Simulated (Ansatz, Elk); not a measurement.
# How far do independent atoms describe TlMo?

Structure refinements treat a crystal as free atoms side by side. For a made-up structure of TlMo (cell and positions from a PBEsol relaxation) the runs below show what the calculated density changes in F(hkl).

Calculated with Elk 11.2.3 (patched build); DFT, PBE, all-electron APW+lo, Dirac cores, scalar-relativistic bands, static density, no spin.

The structure was built from a prototype and need not be the compound's stable phase.

## Step 1: Starting point

It takes space group P-6m2 (No. 187, hexagonal). The conventional cell has a = 3.036 Å, b = 3.036 Å, c = 4.662 Å, α = 90.00°, β = 90.00°, γ = 120.00°. Tl has 6 Mo at 2.92 Å and 6 Tl at 3.04 Å nearest. Nearest to Mo lie 6 Tl at 2.92 Å and 6 Mo at 3.04 Å. Farther neighbours are not listed.

## Step 2: Ground state and structure factors

An all-electron density is needed, since X-rays see the cores too. Task 0 finds the density and task 195 Fourier-transforms it; tshift is off so that phases refer to the origin typed.

elk.in reads:

```
tasks
  0
  195

xctype
  20

spinpol
  .false.

rgkmax
  7.0

gmaxvr
  14.0

lmaxo
  7

lmaxapw
  8

swidth
  0.002

tshift
  .false.

ramdisk
  .false.

hmaxvr
  5.5

maxscl
  120

epspot
  1e-06

sppath
  './'

avec
  5.73687420474 0.00000000000 0.00000000000
  -2.86843710237 4.96827879962 0.00000000000
  0.00000000000 0.00000000000 8.81027950274

atoms
  2
  'Tl.in'
  1
  -0.0000000000 -0.0000000000 0.0000000000   0.000000 0.000000 0.000000
  'Mo.in'
  1
  0.3333333333 0.6666666667 0.5000000000   0.000000 0.000000 0.000000

ngridk
  8 8 5
```

Launch:

```console
OMP_NUM_THREADS=4 elk
```

Numbers of over 12 decimals in the logs are rounded to 6 here.

Log:

```text
┌─────────────────────────┐
│ Elk code version 11.2.3 │
└─────────────────────────┘

All units are atomic (Hartree, Bohr, etc.)

┌─────────────────────────────────────────────────┐
│ Ground-state run starting from atomic densities │
└─────────────────────────────────────────────────┘

Lattice vectors :
   5.736874205       0.000000000       0.000000000
  -2.868437102       4.968278800       0.000000000
   0.000000000       0.000000000       8.810279503

Reciprocal lattice vectors :
   1.095228008      0.6323301852      -0.000000000
   0.000000000       1.264660370       0.000000000
   0.000000000      -0.000000000      0.7131652640

Unit cell volume      :    251.1140267
Brillouin zone volume :   0.9877991154

Muffin-tin inner radius fraction :   0.1000000000E-01

Nuclei treated as point charges

Species : 1 (Tl)
 parameters loaded from : Tl.in
 name : thallium
 nuclear charge    :   -81.00000000
 electronic charge :    81.00000000
 atomic mass :    372567.9643
 muffin-tin radius :    2.800000000
 number of radial points in muffin-tin :   1393
 inner part over the whole radius :   0.9893942913E-02
 number on inner part of muffin-tin    :   1000
 approximate nuclear radius :   0.1043008296E-03
 number of mesh points to nuclear radius :    525
 atomic positions (lattice), magnetic fields (Cartesian) :
  1 :   0.00000000  0.00000000  0.00000000    0.00000000  0.00000000  0.00000000

Species : 2 (Mo)
 parameters loaded from : Mo.in
 name : molybdenum
 nuclear charge    :   -42.00000000
 electronic charge :    42.00000000
 atomic mass :    174887.9214
 muffin-tin radius :    2.600000000
 number of radial points in muffin-tin :   1193
 inner part over the whole radius :   0.9897744308E-02
 number on inner part of muffin-tin    :    848
 approximate nuclear radius :   0.8334154960E-04
 number of mesh points to nuclear radius :    419
 atomic positions (lattice), magnetic fields (Cartesian) :
  1 :   0.33333333  0.66666667  0.50000000    0.00000000  0.00000000  0.00000000

Total number of atoms per unit cell :    2
Total muffin-tin volume :    165.5744992
 ratio of muffin-tin to unit cell volume :   0.6593598191

Spin treatment :
 spin-unpolarised

Number of Bravais lattice symmetries :   24
Number of crystal symmetries         :   12
Crystal has no inversion symmetry
Complex Hermitian eigensolver will be used

k-point grid :      8     8     5
k-point offset :    0.000000000       0.000000000       0.000000000
k-point set is reduced with full crystal symmetry group
Total number of k-points :       45

Muffin-tin radius times maximum |G+k| :    7.000000000
 using average radius
Maximum |G+k| for APW functions       :    2.592592593
Maximum (1/2)|G+k|²                   :    3.360768176
Maximum |G| for potential and density :    14.00000000
Constant for pseudocharge density :   10
 order of it for each species :   17  17
 order of it for pair densities of each species (exact exchange by exxq0 0: 18) :   10   9
Radial integration step length :    1

G-vector grid sizes :     27    27    40
Number of G-vectors :    11625

Maximum angular momentum used for
 APW functions            :    8
 outer part of muffin-tin :    7
 inner part of muffin-tin :    2

Total nuclear charge    :   -123.0000000
Total core charge       :    90.00000000
Total valence charge    :    33.00000000
Total excess charge     :    0.000000000
Total electronic charge :    123.0000000

Effective Wigner radius, rₛ :   0.7869716432

Number of empty states         :      8
Total number of valence states :     25
Total number of core states    :     90

Third-order local-orbitals added for an l without core states : T
Total number of local-orbitals :     35

Exchange-correlation functional :     20     0     0
 Perdew-Burke-Ernzerhof, Phys. Rev. Lett. 77, 3865 (1996)
 gradient requirement :    1
 generalised gradient approximation (GGA)

Smearing type :    3
 Fermi-Dirac
Smearing width :   0.2000000000E-02
Effective electronic temperature (K) :    631.5500496

Mixing type :    3
[...]
Hartree                     :      7339.8415253538
 Madelung                    :     -30547.939394694
 xc potential                :     -658.79983295799
 exchange                    :     -498.31675177024
 correlation                 :     -7.208668
 electron entropic           :    -0.34708526756199E-03
 total energy                :     -24338.830904696

Density of states at Fermi energy :    26.26226730
 (states/Hartree/unit cell)

Estimated indirect band gap :   0.2666251767E-02
 from k-point 26 to k-point 35
Estimated direct band gap   :   0.2547393362E-01
 at k-point 40

Charges :
 core                        :    90.00000000
 valence                     :    33.00000000
 interstitial                :    2.788443680
 muffin-tins (core leakage)
  species : 1 (Tl)
   atom 1                    :    80.02653807     (  0.4072521302E-04)
  species : 2 (Mo)
   atom 1                    :    40.18501825     ( -0.7466404384E-08)
 total in muffin-tins        :    120.2115563
 total calculated charge     :    122.9981890
 total charge                :    123.0000000
 error                       :   0.1810984766E-02

RMS change in Kohn-Sham potential (target) :   0.1581146014     (  0.1000000000E-05)
Absolute change in total energy (target)   :   0.2251491552     (  0.1000000000E-03)

[... loops 3 to 14 left out ...]

┌──────────────────┐
│ Loop number : 15 │
└──────────────────┘

Energies :
 Fermi                       :     0.360461
 sum of occupied eigenvalues :     -14923.517853239
 electron kinetic            :      27713.568792733
 core electron kinetic       :      27386.741500062
 Coulomb                     :     -51545.710847565
 Coulomb potential           :     -41975.546866649
 nuclear-nuclear             :     -2273.5331582825
 electron-nuclear            :     -56625.964266988
 Hartree                     :      7353.7865777060
 Madelung                    :     -30557.937414240
 xc potential                :     -661.53977932276
 exchange                    :     -498.73456879613
 correlation                 :     -7.208324
 electron entropic           :    -0.52725831273124E-03
 total energy                :     -24338.085475188

Density of states at Fermi energy :    38.29631889
 (states/Hartree/unit cell)

Estimated indirect band gap :   0.1951852506E-02
 from k-point 35 to k-point 38
Estimated direct band gap   :   0.2253379609E-01
 at k-point 40

Charges :
 core                        :    90.00000000
 valence                     :    33.00000000
 interstitial                :    2.556224480
 muffin-tins (core leakage)
  species : 1 (Tl)
   atom 1                    :    80.10070610     (  0.3792699108E-04)
  species : 2 (Mo)
   atom 1                    :    40.34306942     ( -0.2703098545E-07)
 total in muffin-tins        :    120.4437755
 total calculated charge     :    122.9982460
 total charge                :    123.0000000
 error                       :   0.1753966452E-02

RMS change in Kohn-Sham potential (target) :   0.2903785752E-06 (  0.1000000000E-05)
Absolute change in total energy (target)   :   0.3094545536E-04 (  0.1000000000E-03)

Convergence targets achieved

┌──────────────────┐
│ Loop number : 16 │
└──────────────────┘

Energies :
 Fermi                       :     0.360461
 sum of occupied eigenvalues :     -14923.517857304
 electron kinetic            :      27713.568788686
 core electron kinetic       :      27386.741494387
 Coulomb                     :     -51545.710845944
 Coulomb potential           :     -41975.546868861
 nuclear-nuclear             :     -2273.5331582825
 electron-nuclear            :     -56625.964262997
 Hartree                     :      7353.7865753355
 Madelung                    :     -30557.937411513
 xc potential                :     -661.53977712915
 exchange                    :     -498.73456879959
 correlation                 :     -7.208324
 electron entropic           :    -0.52725834510433E-03
 total energy                :     -24338.085477602

Density of states at Fermi energy :    38.29632227
 (states/Hartree/unit cell)

Estimated indirect band gap :   0.1951844952E-02
 from k-point 35 to k-point 38
Estimated direct band gap   :   0.2253380316E-01
 at k-point 40

Charges :
 core                        :    90.00000000
 valence                     :    33.00000000
 interstitial                :    2.556224169
 muffin-tins (core leakage)
  species : 1 (Tl)
   atom 1                    :    80.10070611     (  0.3792698977E-04)
  species : 2 (Mo)
   atom 1                    :    40.34306972     ( -0.2703071189E-07)
 total in muffin-tins        :    120.4437758
 total calculated charge     :    122.9982460
 total charge                :    123.0000000
 error                       :   0.1753966502E-02

┌──────────────────────────────┐
│ Self-consistent loop stopped │
└──────────────────────────────┘

Wrote STATE.OUT
```

Elapsed: 10 s, on 4 threads of Intel Xeon Platinum 8559C (Emerald Rapids), shared host; peak memory 0.15 GiB; 29 s of CPU time.

SFACRHO.OUT:

```text

h k l indices transformed by vhmat matrix:
   1.000000000       0.000000000       0.000000000    
   0.000000000       1.000000000       0.000000000    
   0.000000000       0.000000000       1.000000000    

      h      k      l  multipl.   |H|            Re(F)            Im(F)           |F|

      0      0      0      1   0.0000000       123.00000      0.75318987E-17   123.00000    
      0      0     -1      2  0.71316526       37.869345     -0.44209958E-14   37.869345    
      1      0      0      3   1.2646604       52.819631       28.925266       60.221129    
     -1      0      0      3   1.2646604       52.819631      -28.925266       60.221129    
      0      0     -2      2   1.4263305       99.728191      0.77962054E-14   99.728191    
     -1      0      1      6   1.4518852       83.199645       27.654616       87.675303    
      0     -1     -1      6   1.4518852       83.199645      -27.654616       87.675303    
      0      1      2      6   1.9062488       47.437207      -25.028415       53.634972    
      0     -1     -2      6   1.9062488       47.437207       25.028415       53.634972    
      0      0     -3      2   2.1394958       31.728923      0.38918481E-13   31.728923    
      1      1      0      6   2.1904560       86.046626     -0.28611448E-13   86.046626    
      2     -1      1     12   2.3036281       31.012271      0.16731326E-07   31.012271    
      0     -1     -3      6   2.4853185       68.602265      -22.171354       72.096045    
      0      1      3      6   2.4853185       68.602265       22.171354       72.096045    
     -2      2      0      3   2.5293207       42.601156      -22.015335       47.953451    
     -2      0      0      3   2.5293207       42.601156       22.015335       47.953451    
     -1     -1     -2     12   2.6139082       79.426085      0.11282402E-13   79.426085    
      2     -2      1      6   2.6279399       66.821958      -21.560014       70.214018
```

Elk indexes on the primitive cell of elk.in and gives |H| = 4π sin θ/λ in inverse bohr. Below, one row stands for each form hkl of the conventional cell (m members, Friedel mates merged), F is for one primitive cell and the density is static (no thermal factor). Free-atom factors are Waasmaier and Kirfel's, and R is Σm||F|−|F'||/Σm|F|.

```csv
hkl,m,sin θ/λ (Å⁻¹),"abs F, DFT",neutral atoms,diff.,abs of complex diff.
001,2,0.107,37.869,37.962,-0.093,0.093
100,6,0.190,60.221,60.317,-0.096,0.256
002,2,0.214,99.728,100.091,-0.363,0.363
101,12,0.218,87.675,88.011,-0.336,0.377
102,12,0.287,53.635,53.702,-0.067,0.091
003,2,0.322,31.729,31.880,-0.151,0.151
110,6,0.329,86.047,86.009,+0.038,0.038
111,12,0.346,31.012,31.120,-0.108,0.108
103,12,0.374,72.096,71.997,+0.100,0.118
200,6,0.380,47.953,47.988,-0.035,0.175
112,12,0.393,79.426,79.346,+0.080,0.080
201,12,0.395,70.214,70.120,+0.094,0.134
004,2,0.429,76.229,75.975,+0.253,0.253
202,12,0.437,44.951,44.949,+0.002,0.086
```

## Step 3: The highest occupied states alone

An energy window below the Fermi level keeps the highest occupied states, to see at which angles they scatter; shallow core shells can lie inside it and anion s states outside. No new self-consistency is needed.

elk.in: that of step 2 with these lines changed.

```diff
@@ -1,3 +1,2 @@
 tasks
-  0
   195
@@ -40,2 +39,5 @@
 
+wsfac
+  -0.080530 0.660460
+
 sppath
```

Launch:

```console
OMP_NUM_THREADS=4 elk
```

Log:

```text
┌─────────────────────────────────┐
│ Elk code version 11.2.3 started │
└─────────────────────────────────┘

Info(readinput): the functional depends on the density's gradient
 muffin-tin radial points multiplied by    2.00000
 (not where nrmtscf is given)

┌────────────────────┐
│ Current task : 195 │
└────────────────────┘

Info(sfacrho): density structure factors written to SFACRHO.OUT

 Energy window :  -0.8053000000E-01  0.6604600000

┌──────────────────┐
│ Elk code stopped │
└──────────────────┘
```

The job ended after 2.6 s (4 threads; peak memory 0.16 GiB; 5.3 s of CPU time).

States within 12 eV below the Fermi level hold 15.08 electrons; any levels below the window count with the cores, and a count that is not whole means the window cuts a band. Their amplitudes can exceed the total, where window and core parts have opposite phase:

```csv
hkl,sin θ/λ (Å⁻¹),"abs F, window","abs F, all"
001,0.107,2.592,37.869
100,0.190,3.370,60.221
002,0.214,3.682,99.728
101,0.218,3.489,87.675
102,0.287,1.273,53.635
003,0.322,0.417,31.729
110,0.329,1.355,86.047
111,0.346,0.697,31.012
103,0.374,0.452,72.096
200,0.380,0.525,47.953
```

## Step 4: Another functional

The difference from free atoms is small, so it is set against the change that PBEsol makes.

elk.in: that of step 3 with these lines changed.

```diff
@@ -1,2 +1,3 @@
 tasks
+  0
   195
@@ -4,3 +5,3 @@
 xctype
-  20
+  22
 
@@ -39,5 +40,2 @@
 
-wsfac
-  -0.080530 0.660460
-
 sppath
```

Launch:

```console
OMP_NUM_THREADS=4 elk
```

Log:

```text
┌─────────────────────────┐
│ Elk code version 11.2.3 │
└─────────────────────────┘

All units are atomic (Hartree, Bohr, etc.)

┌─────────────────────────────────────────────────┐
│ Ground-state run starting from atomic densities │
└─────────────────────────────────────────────────┘

Lattice vectors :
   5.736874205       0.000000000       0.000000000
  -2.868437102       4.968278800       0.000000000
   0.000000000       0.000000000       8.810279503

Reciprocal lattice vectors :
   1.095228008      0.6323301852      -0.000000000
[...]
Charges :
 core                        :    90.00000000
 valence                     :    33.00000000
 interstitial                :    2.558455887
 muffin-tins (core leakage)
  species : 1 (Tl)
   atom 1                    :    80.10490753     (  0.3794968947E-04)
  species : 2 (Mo)
   atom 1                    :    40.33663659     ( -0.2584462422E-07)
 total in muffin-tins        :    120.4415441
 total calculated charge     :    122.9982397
 total charge                :    123.0000000
 error                       :   0.1760326615E-02

┌──────────────────────────────┐
│ Self-consistent loop stopped │
└──────────────────────────────┘

Wrote STATE.OUT
[key lines of the parts left out:]
total energy                :     -24330.446379913
```

Elapsed: 9.9 s, on 4 threads; peak memory 0.16 GiB.

Against the first run R = 0.01 %; the largest change is -0.015 at 002.

## Step 5: A coarser k-mesh

About half the k-points along each axis test the sampling.

elk.in: that of step 4 with these lines changed.

```diff
@@ -5,3 +5,3 @@
 xctype
-  22
+  20
 
@@ -58,2 +58,2 @@
 ngridk
-  8 8 5
+  4 4 2
```

Launch:

```console
OMP_NUM_THREADS=4 elk
```

Log:

```text
┌─────────────────────────┐
│ Elk code version 11.2.3 │
└─────────────────────────┘

All units are atomic (Hartree, Bohr, etc.)

┌─────────────────────────────────────────────────┐
│ Ground-state run starting from atomic densities │
└─────────────────────────────────────────────────┘

Lattice vectors :
   5.736874205       0.000000000       0.000000000
  -2.868437102       4.968278800       0.000000000
   0.000000000       0.000000000       8.810279503

Reciprocal lattice vectors :
   1.095228008      0.6323301852      -0.000000000
[...]
Charges :
 core                        :    90.00000000
 valence                     :    33.00000000
 interstitial                :    2.552243029
 muffin-tins (core leakage)
  species : 1 (Tl)
   atom 1                    :    80.09955734     (  0.3793120182E-04)
  species : 2 (Mo)
   atom 1                    :    40.34819963     ( -0.2656092946E-07)
 total in muffin-tins        :    120.4477570
 total calculated charge     :    122.9980346
 total charge                :    123.0000000
 error                       :   0.1965368777E-02

┌──────────────────────────────┐
│ Self-consistent loop stopped │
└──────────────────────────────┘

Wrote STATE.OUT
[key lines of the parts left out:]
total energy                :     -24338.078483057
```

Run time: 6.8 s. Hardware: 4 threads; peak memory 0.16 GiB; 16 s of CPU time.

Against the first run R = 0.00 %; the largest change is -0.035 at 004.

## Step 6: Basis size

The basis and the expansions that go with it are enlarged, to see whether the differences are converged.

elk.in: that of step 5 with these lines changed.

```diff
@@ -11,12 +11,12 @@
 rgkmax
-  7.0
+  8.5
 
 gmaxvr
-  14.0
+  18.0
 
 lmaxo
-  7
+  9
 
 lmaxapw
-  8
+  10
 
@@ -58,2 +58,2 @@
 ngridk
-  4 4 2
+  8 8 5
```

Launch:

```console
OMP_NUM_THREADS=4 elk
```

Log:

```text
┌─────────────────────────┐
│ Elk code version 11.2.3 │
└─────────────────────────┘

All units are atomic (Hartree, Bohr, etc.)

┌─────────────────────────────────────────────────┐
│ Ground-state run starting from atomic densities │
└─────────────────────────────────────────────────┘

Lattice vectors :
   5.736874205       0.000000000       0.000000000
  -2.868437102       4.968278800       0.000000000
   0.000000000       0.000000000       8.810279503

Reciprocal lattice vectors :
   1.095228008      0.6323301852      -0.000000000
[...]
Charges :
 core                        :    90.00000000
 valence                     :    33.00000000
 interstitial                :    2.530977547
 muffin-tins (core leakage)
  species : 1 (Tl)
   atom 1                    :    80.10720230     (  0.3792254810E-04)
  species : 2 (Mo)
   atom 1                    :    40.36182015     ( -0.2672123856E-07)
 total in muffin-tins        :    120.4690225
 total calculated charge     :    122.9998747
 total charge                :    123.0000000
 error                       :   0.1252887292E-03

┌──────────────────────────────┐
│ Self-consistent loop stopped │
└──────────────────────────────┘

Wrote STATE.OUT
[key lines of the parts left out:]
total energy                :     -24338.099169112
```

It took 18 s on 4 threads; peak memory 0.21 GiB; 52 s of CPU time.

Against the first run R = 0.00 %; the largest change is -0.012 at 112.

## Step 7: Settings against the effect

```csv
run,R against the first run (%),"R against neutral atoms, low angle (%)",wall time
"PBE, rgkmax 7",0.00,0.27,10 s
PBEsol,0.01,0.28,9.9 s
k-mesh 4×4×2,0.00,0.27,6.8 s
rgkmax 8.5 with larger expansions,0.00,0.27,18 s
```

## Step 8: Summary of results

| Quantity | Value |
| --- | --- |
| R against neutral atoms, sin θ/λ < 0.3 Å⁻¹ | 0.27 % |
| R against neutral atoms, 0.3 to 0.83 Å⁻¹ | 0.13 % |

In words: Independent neutral atoms miss the calculated amplitudes by R = 0.27 % below 0.3 Å⁻¹ and 0.13 % from there to 0.83 Å⁻¹; by shells, 0.24 % below 0.15 Å⁻¹ (1 form), 0.27 % 0.15 to 0.3 (4 forms), 0.13 % 0.3 to 0.45 (9 forms), 0.13 % above 0.45 (43 forms). Bonding, aspherical density and the tables' own atoms all enter these figures, and the runs don't part them. The largest change of an amplitude is -0.36 electrons, at 002. R counts amplitudes alone; phases shift too. The window's part falls from 15.1 electrons at the origin to at most 0.28 between 0.45 and 0.83 Å⁻¹. The window holds more than the 9 outer electrons of the free atoms, so shallow core shells lie inside it. Below 0.3 Å⁻¹ the changes that finished (PBEsol, k-mesh 4×4×2 and rgkmax 8.5 with larger expansions) move F by R = 0.01 % at most, against the 0.27 % that separates it from free atoms. These runs have no spin, though d or f shells may be open. Spin-orbit coupling is left out, which can matter for elements this heavy. Part of the difference isn't bonding: the tables are fits to free atoms and ions calculated by other methods than this functional. Thermal motion, anomalous dispersion and extinction are left out.

[Logs are printed without paths, hosts, clocks, repeated set-up lines and the standing remarks that a program may print on its own settings, such as how far it seeks lower states.]

[Hosts, paths, dates, database ids (printed as entryN), source tags and the programs' standing remarks are cut or masked in the printed files.]
